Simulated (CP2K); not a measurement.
Consider 2-nitrosopyrrole at its PBE geometry (Å).

```xyz
11

O     2.7128   -0.9801    0.5242
N     2.2540    0.0691   -0.0008
C     0.8723    0.1115   -0.0457
C     0.0488    1.1303   -0.5555
C    -1.2821    0.7189   -0.3697
C    -1.2487   -0.5390    0.2482
N     0.0496   -0.8923    0.4366
H     0.4111    2.0480   -1.0056
H    -2.1821    1.2582   -0.6440
H    -2.0631   -1.1867    0.5563
H     0.4274   -1.7380    0.8561
```

Method: CP2K XAS_TDP, all-electron GAPW, PBEh(45%), aug-cc-pVDZ, TDA, GW2X-corrected core level, no relativity.

Predict the bright core excitations at the O K edge.

Leading lines: O1 529.94 eV. The leading line of an atom is its first one with 35 % of the strongest within 2.5 eV of its lowest line over the strength cut. Core ionisation energies at this level: O1 538.16 eV.

The first six lines of each atom with a strength over 0.0015:

| atom | energy (eV) | states | strength, one atom | above the computed threshold |
| --- | --- | --- | --- | --- |
| O1 (bonded to N) | 529.94 | 1 | 0.0436 |  |
|  | 537.49 | 1 | 0.0016 |  |
|  | 538.01 | 1 | 0.0059 |  |
|  | 538.11 | 1 | 0.0015 |  |
|  | 538.54 | 1 | 0.0040 | yes |
|  | 538.77 | 1 | 0.0295 | yes |

Lines are vertical, at one geometry, with no vibrational structure. GW2X ionisation energies and lines can be off by 1 to 2 eV either way, and a good line position may hide errors that cancel. These values hold no scalar relativity, about 0.4 eV for O 1s. Rydberg lines, and the discretised continuum above threshold, depend on the basis and the box.

[Banner, clock and machine lines of the logs are left out without a mark of their own.]

[Logs are printed without paths, hosts, clocks, repeated set-up lines and the standing remarks that a program may print on its own settings, such as how far it seeks lower states.]

[Hosts, paths, dates, database ids (printed as entryN), source tags and the programs' standing remarks are cut or masked in the printed files.]
